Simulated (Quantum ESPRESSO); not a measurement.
# FeGe: parallel and opposed starts

Does FeGe prefer parallel or opposed moments, or none?

Main program and level: Quantum ESPRESSO 7.5; LDA; plane waves with GBRV 1.5 LDA potentials, no spin-orbit coupling.

### 1. The structure

It takes space group P6/mmm (No. 191, hexagonal). The conventional cell has a = 4.998 Å, b = 4.998 Å, c = 4.116 Å, α = 90.00°, β = 90.00°, γ = 120.00°. Nearest to Fe lie 4 Fe at 2.50 Å and 6 Ge at 2.50 to 2.51 Å. Ge has 6 Fe at 2.50 Å nearest. Ge has 6 Fe at 2.51 Å nearest. Farther neighbours are not listed.

The cell comes from Materials Project 2023-11-01, a database of computed structures, and need not be the stable phase.

### 2. Start 1: ferro +++

The signs are those of the starting moments on the seeded atoms, the atoms that are given a moment.

pw.in reads:

```
&CONTROL
  calculation = 'scf'
  prefix = 'pwscf'
  outdir = './tmp'
  pseudo_dir = './pseudo'
  disk_io = 'nowf'
/
&SYSTEM
  ibrav = 0
  nat = 6
  ntyp = 2
  ecutwfc = 40
  ecutrho = 280
  nbnd = 61
  occupations = 'smearing'
  smearing = 'fd'
  degauss = 0.00734986
  nspin = 2
  starting_magnetization(1) = 0.175
  starting_magnetization(2) = 0
/
&ELECTRONS
  conv_thr = 1.2d-08
  electron_maxstep = 150
  mixing_beta = 0.3
/
ATOMIC_SPECIES
Fe     55.8450 fe_lda_v1.5.uspp.F.UPF
Ge     72.6300 ge_lda_v1.4.uspp.F.UPF
CELL_PARAMETERS angstrom
   4.9976023358    0.0000000000    0.0000000000
  -2.4988011679    4.3280505808    0.0000000000
   0.0000000000    0.0000000000    4.1157613500
ATOMIC_POSITIONS crystal
Fe      0.5000000000    0.0000000000    0.0000000000
Fe      0.5000000000    0.5000000000    0.0000000000
Fe      0.0000000000    0.5000000000    0.0000000000
Ge      0.0000000000    0.0000000000    0.0000000000
Ge      0.3333333300    0.6666666700    0.5000000000
Ge      0.6666666700    0.3333333300    0.5000000000
K_POINTS automatic
6 6 6 0 0 0
```

On the command line:

```
$ OMP_NUM_THREADS=1 mpirun -n 4 pw.x -nk 4 -in pw.in > pw.out
```

The log of the run:

```text
Program PWSCF v.7.5 starts

     Message from routine setup:
     using ibrav=0 with symmetry is DISCOURAGED, use correct ibrav instead

     K-points division:     npool     =       4
     Subspace diagonalization in iterative solution of the eigenvalue problem:

     G-vector sticks info
     --------------------
     sticks:   dense  smooth     PW     G-vecs:    dense   smooth      PW
     Sum        1723     979    301                47519    20533    3401

     Using Slab Decomposition

     bravais-lattice index     =            0
     lattice parameter (alat)  =       9.4441  a.u.
     unit-cell volume          =     600.7597 (a.u.)^3
     number of atoms/cell      =            6
     number of atomic types    =            2
     number of electrons       =        90.00
     number of Kohn-Sham states=           61
     kinetic-energy cutoff     =      40.0000  Ry
     charge density cutoff     =     280.0000  Ry
     scf convergence threshold =      1.2E-08
     mixing beta               =       0.3000
     number of iterations used =            8  plain     mixing
     Exchange-correlation=  SLA  PZ   NOGX NOGC
                           (   1   1   0   0   0   0   0)

     celldm(1)=   9.444100  celldm(2)=   0.000000  celldm(3)=   0.000000
     celldm(4)=   0.000000  celldm(5)=   0.000000  celldm(6)=   0.000000

     crystal axes: (cart. coord. in units of alat)
               a(1) = (   1.000000   0.000000   0.000000 )
               a(2) = (  -0.500000   0.866025   0.000000 )
               a(3) = (   0.000000   0.000000   0.823547 )

     reciprocal axes: (cart. coord. in units 2 pi/alat)
               b(1) = (  1.000000  0.577350 -0.000000 )
               b(2) = (  0.000000  1.154701  0.000000 )
               b(3) = (  0.000000 -0.000000  1.214260 )

     PseudoPot. # 1 for Fe read from file:
     fe_lda_v1.5.uspp.F.UPF
     Pseudo is Ultrasoft + core correction, Zval = 16.0
     Generated by new atomic code, or converted to UPF format
     Using radial grid of  861 points,  6 beta functions with:
                l(1) =   0
                l(2) =   0
                l(3) =   1
                l(4) =   1
                l(5) =   2
                l(6) =   2
     Q(r) pseudized with  8 coefficients,  rinner =    1.000   1.000   1.000
                                                       1.000   1.000

     PseudoPot. # 2 for Ge read from file:
     ge_lda_v1.4.uspp.F.UPF
     Pseudo is Ultrasoft + core correction, Zval = 14.0
     Generated by new atomic code, or converted to UPF format
     Using radial grid of  873 points,  6 beta functions with:
                l(1) =   0
                l(2) =   0
                l(3) =   1
                l(4) =   1
                l(5) =   2
                l(6) =   2
     Q(r) pseudized with  8 coefficients,  rinner =    1.400   1.400   1.400
                                                       1.400   1.400

     atomic species   valence    mass     pseudopotential
     Fe               16.00    55.84500     Fe( 1.00)
     Ge               14.00    72.63000     Ge( 1.00)

     Starting magnetic structure
     atomic species   magnetization
     Fe              0.175
     Ge              0.000

     24 Sym. Ops., with inversion, found

   Cartesian axes

     site n.     atom                  positions (alat units)
         1        Fe     tau(   1) = (   0.5000000   0.0000000   0.0000000  )
         2        Fe     tau(   2) = (   0.2500000   0.4330127   0.0000000  )
         3        Fe     tau(   3) = (  -0.2500000   0.4330127   0.0000000  )
         4        Ge     tau(   4) = (   0.0000000   0.0000000   0.0000000  )
         5        Ge     tau(   5) = (  -0.0000000   0.5773503   0.4117736  )
         6        Ge     tau(   6) = (   0.5000000   0.2886751   0.4117736  )

     number of k points=    28  Fermi-Dirac smearing, width (Ry)=  0.0073
                       cart. coord. in units 2pi/alat
        k(    1) = (   0.0000000   0.0000000   0.0000000), wk =   0.0046296
        k(    2) = (   0.0000000   0.0000000   0.2023766), wk =   0.0092593
        k(    3) = (   0.0000000   0.0000000   0.4047532), wk =   0.0092593
        k(    4) = (   0.0000000   0.0000000  -0.6071298), wk =   0.0046296
        k(    5) = (   0.0000000   0.1924501   0.0000000), wk =   0.0277778
        [... 23 further k-points ...]

     Dense  grid:    47519 G-vectors     FFT dimensions: (  54,  54,  45)

     Smooth grid:    20533 G-vectors     FFT dimensions: (  40,  40,  32)

     Check: negative core charge=   -0.000030
     Generating pointlists ...
     new r_m :   0.2062 (alat units)  1.9478 (a.u.) for type    1
     new r_m :   0.2062 (alat units)  1.9478 (a.u.) for type    2

     Initial potential from superposition of free atoms

     starting charge      86.9979, renormalised to      90.0000
     Starting wfcs are   66 randomized atomic wfcs

     Self-consistent Calculation

     iteration #  1     ecut=    40.00 Ry     beta= 0.30
     Davidson diagonalization with overlap
     ethr =  1.00E-02,  avg # of iterations =  4.6

     total energy              =   -1389.67735318 Ry
     estimated scf accuracy    <       3.87268520 Ry

     total magnetization       =     4.35 Bohr mag/cell
     absolute magnetization    =     5.04 Bohr mag/cell

     iteration #  2     ecut=    40.00 Ry     beta= 0.30
     Davidson diagonalization with overlap
     ethr =  4.30E-03,  avg # of iterations =  2.1

     total energy              =   -1389.88124388 Ry
     estimated scf accuracy    <       3.03736126 Ry

     total magnetization       =     5.37 Bohr mag/cell
     absolute magnetization    =     5.93 Bohr mag/cell

     iteration #  3     ecut=    40.00 Ry     beta= 0.30
     Davidson diagonalization with overlap
     ethr =  3.37E-03,  avg # of iterations =  2.0

     total energy              =   -1390.18050403 Ry
     estimated scf accuracy    <       0.42802898 Ry

     total magnetization       =     4.77 Bohr mag/cell
     absolute magnetization    =     5.54 Bohr mag/cell

     [... further iterations left out ...]

     iteration # 11     ecut=    40.00 Ry     beta= 0.30
     Davidson diagonalization with overlap
     ethr =  7.24E-09,  avg # of iterations =  2.1

     total energy              =   -1390.25484994 Ry
     estimated scf accuracy    <       0.00000165 Ry

     total magnetization       =     4.05 Bohr mag/cell
     absolute magnetization    =     4.67 Bohr mag/cell

     iteration # 12     ecut=    40.00 Ry     beta= 0.30
     Davidson diagonalization with overlap
     ethr =  1.83E-09,  avg # of iterations =  1.5

     total energy              =   -1390.25485018 Ry
     estimated scf accuracy    <       0.00000011 Ry

     total magnetization       =     4.05 Bohr mag/cell
     absolute magnetization    =     4.68 Bohr mag/cell

     iteration # 13     ecut=    40.00 Ry     beta= 0.30
     Davidson diagonalization with overlap
     ethr =  1.27E-10,  avg # of iterations =  2.4

     total energy              =   -1390.25485036 Ry
     estimated scf accuracy    <       0.00000006 Ry

     total magnetization       =     4.05 Bohr mag/cell
     absolute magnetization    =     4.67 Bohr mag/cell

     iteration # 14     ecut=    40.00 Ry     beta= 0.30
     Davidson diagonalization with overlap
     ethr =  6.65E-11,  avg # of iterations =  1.8

     Magnetic moment per site  (integrated on atomic sphere of radius R)
     atom   1 (R=0.206)  charge= 14.5831  magn=  1.4297
     atom   2 (R=0.206)  charge= 14.5831  magn=  1.4297
     atom   3 (R=0.206)  charge= 14.5831  magn=  1.4297
     atom   4 (R=0.206)  charge= 11.8997  magn= -0.0662
     atom   5 (R=0.206)  charge= 11.9224  magn= -0.0431
     atom   6 (R=0.206)  charge= 11.9224  magn= -0.0431

     End of self-consistent calculation

     [... lines left out ...]
     the Fermi energy is    13.7043 ev

!    total energy              =   -1390.25485039 Ry
     estimated scf accuracy    <          2.0E-09 Ry
     smearing contrib. (-TS)   =      -0.01208124 Ry
     internal energy E=F+TS    =   -1390.24276914 Ry

     The total energy is F=E-TS. E is the sum of the following terms:
     one-electron contribution =    -815.38092635 Ry
     hartree contribution      =     474.81117869 Ry
     xc contribution           =    -258.40093707 Ry
     ewald contribution        =    -791.27208442 Ry

     total magnetization       =     4.05 Bohr mag/cell
     absolute magnetization    =     4.67 Bohr mag/cell

     convergence has been achieved in  14 iterations

=------------------------------------------------------------------------------=
   JOB DONE.
=------------------------------------------------------------------------------=
```

It took 95 s on 4 MPI ranks of Arm Neoverse N1, shared host; peak memory 0.6 GiB; 6.4 min of CPU time.

Spin moment in the atom's sphere by atom:

```tsv
atom	spin moment in the atom's sphere (μB)
Fe1	1.43
Fe2	1.43
Fe3	1.43
Ge4	-0.07
Ge5	-0.04
Ge6	-0.04
```

This step gave:

```
smearing term TS       : 0.1644 eV
magnetization          : 4.051 μB
absolute magnetization : 4.673 μB
final state            : ferromagnetic
```

### 3. Run 2 (ferri ++−)

pw.in reads:

```
&CONTROL
  calculation = 'scf'
  prefix = 'pwscf'
  outdir = './tmp'
  pseudo_dir = './pseudo'
  disk_io = 'nowf'
/
&SYSTEM
  ibrav = 0
  nat = 6
  ntyp = 3
  ecutwfc = 40
  ecutrho = 280
  nbnd = 58
  occupations = 'smearing'
  smearing = 'fd'
  degauss = 0.00734986
  nspin = 2
  starting_magnetization(1) = 0.175
  starting_magnetization(2) = -0.175
  starting_magnetization(3) = 0
/
&ELECTRONS
  conv_thr = 1.2d-08
  electron_maxstep = 150
  mixing_beta = 0.3
/
ATOMIC_SPECIES
Fe1    55.8450 fe_lda_v1.5.uspp.F.UPF
Fe2    55.8450 fe_lda_v1.5.uspp.F.UPF
Ge     72.6300 ge_lda_v1.4.uspp.F.UPF
CELL_PARAMETERS angstrom
   4.9976023358    0.0000000000    0.0000000000
  -2.4988011679    4.3280505808    0.0000000000
   0.0000000000    0.0000000000    4.1157613500
ATOMIC_POSITIONS crystal
Fe1     0.5000000000    0.0000000000    0.0000000000
Fe1     0.5000000000    0.5000000000    0.0000000000
Fe2     0.0000000000    0.5000000000    0.0000000000
Ge      0.0000000000    0.0000000000    0.0000000000
Ge      0.3333333300    0.6666666700    0.5000000000
Ge      0.6666666700    0.3333333300    0.5000000000
K_POINTS automatic
6 6 6 0 0 0
```

The log of the run:

```text
     [... lines left out ...]
Program PWSCF v.7.5 starts
     [... lines left out ...]
     number of atoms/cell      =            6
     [... lines left out ...]
     number of electrons       =        90.00
     number of Kohn-Sham states=           58
     kinetic-energy cutoff     =      40.0000  Ry
     charge density cutoff     =     280.0000  Ry
     scf convergence threshold =      1.2E-08
     [... lines left out ...]
      8 Sym. Ops., with inversion, found
     [... lines left out ...]
     number of k points=    52  Fermi-Dirac smearing, width (Ry)=  0.0073
     [... lines left out ...]
     iteration #150     ecut=    40.00 Ry     beta= 0.30
     [... lines left out ...]
     estimated scf accuracy    <       0.00327532 Ry
     total magnetization       =     2.00 Bohr mag/cell
     absolute magnetization    =     4.11 Bohr mag/cell
     [... lines left out ...]
     convergence NOT achieved after 150 iterations: stopping
[key lines of the parts left out:]
total energy              =   -1390.22538404 Ry
```

Elapsed: 31 min, on 4 MPI ranks; peak memory 0.7 GiB.

Residual by cycle:

cycle, log10 residual and a bar from the least value:
```
        1        1.8 ##############################
       15       -2.0 #####
       28       -2.5 ##
       42       -2.1 #####
       55       -1.8 #######
       69       -2.7 #
       82       -2.1 #####
       96       -2.4 ###
      109       -0.3 ################
      123       -2.8 
      136       -2.8 
      150       -1.4 ##########
```

No converged result was reached; the numbers in the log don't describe the system.

After 150 cycles the residual stands at 0.045, against 0.0012 at cycle 76 and a least value of 0.0010. The cap of 150 cycles in the input ended the loop.

### 4. Start 3: no spin polarisation

pw.in reads:

```
&CONTROL
  calculation = 'scf'
  prefix = 'pwscf'
  outdir = './tmp'
  pseudo_dir = './pseudo'
  disk_io = 'nowf'
/
&SYSTEM
  ibrav = 0
  nat = 6
  ntyp = 2
  ecutwfc = 40
  ecutrho = 280
  nbnd = 57
  occupations = 'smearing'
  smearing = 'fd'
  degauss = 0.00734986
/
&ELECTRONS
  conv_thr = 1.2d-08
  electron_maxstep = 150
  mixing_beta = 0.3
/
ATOMIC_SPECIES
Fe     55.8450 fe_lda_v1.5.uspp.F.UPF
Ge     72.6300 ge_lda_v1.4.uspp.F.UPF
CELL_PARAMETERS angstrom
   4.9976023358    0.0000000000    0.0000000000
  -2.4988011679    4.3280505808    0.0000000000
   0.0000000000    0.0000000000    4.1157613500
ATOMIC_POSITIONS crystal
Fe      0.5000000000    0.0000000000    0.0000000000
Fe      0.5000000000    0.5000000000    0.0000000000
Fe      0.0000000000    0.5000000000    0.0000000000
Ge      0.0000000000    0.0000000000    0.0000000000
Ge      0.3333333300    0.6666666700    0.5000000000
Ge      0.6666666700    0.3333333300    0.5000000000
K_POINTS automatic
6 6 6 0 0 0
```

The log of the run:

```text
     [... lines left out ...]
Program PWSCF v.7.5 starts
     [... lines left out ...]
     number of atoms/cell      =            6
     [... lines left out ...]
     number of electrons       =        90.00
     number of Kohn-Sham states=           57
     kinetic-energy cutoff     =      40.0000  Ry
     charge density cutoff     =     280.0000  Ry
     scf convergence threshold =      1.2E-08
     [... lines left out ...]
     24 Sym. Ops., with inversion, found
     [... lines left out ...]
     number of k points=    28  Fermi-Dirac smearing, width (Ry)=  0.0073
     [... lines left out ...]
     iteration # 12     ecut=    40.00 Ry     beta= 0.30
     [... lines left out ...]
     the Fermi energy is    13.4863 ev
!    total energy              =   -1390.21842274 Ry
     estimated scf accuracy    <          1.1E-09 Ry
     smearing contrib. (-TS)   =      -0.02844389 Ry
     [... lines left out ...]
     convergence has been achieved in  12 iterations
```

Wall time 40 s (4 MPI ranks); peak memory 0.47 GiB; 2.7 min of CPU time.

Numbers from this step:

```yaml
smearing_term_ts: 0.3870 eV
final_state: non-magnetic (no spin polarisation)
```

### 5. The states side by side

An order is kept where moments of 0.15 μB or more survive with the typed signs; meshes match where a doubled cell samples the same k points as the first cell.

Orders:

```tsv
start	final state	typed order kept	energy over the lowest (meV a seeded atom)	largest site moment (μB)	net moment (μB a cell of the first run)	mesh matched	CPU time (s)
ferro +++	ferromagnetic	yes	0	1.43	4.051	yes	381.2
no spin polarisation	non-magnetic	-	165.2	0	0	yes	159.9
```

### 6. Outcome

```yaml
state_of_the_parallel_start: ferromagnetic (from ferro +++)
largest_site_moment: 1.43 μB
state_without_moments: 165 meV a seeded atom higher
```

In words: No opposed start converged, so the orders are not ranked. Energies are free energies at an electronic temperature of 1160 K, which lowers moments and differences where the moments are itinerant.

[Logs and program files are shortened in this print: banners, set-up blocks, solver, clock and traceback lines can be left out without a mark of their own.]

[Logs are printed without paths, hosts, clocks, repeated set-up lines and the standing remarks that a program may print on its own settings, such as how far it seeks lower states.]

[Hosts, paths, dates, database ids (printed as entryN), source tags and the programs' standing remarks are cut or masked in the printed files.]

[Where a cell is said to come from a database of computed structures, the database is the Materials Project.]
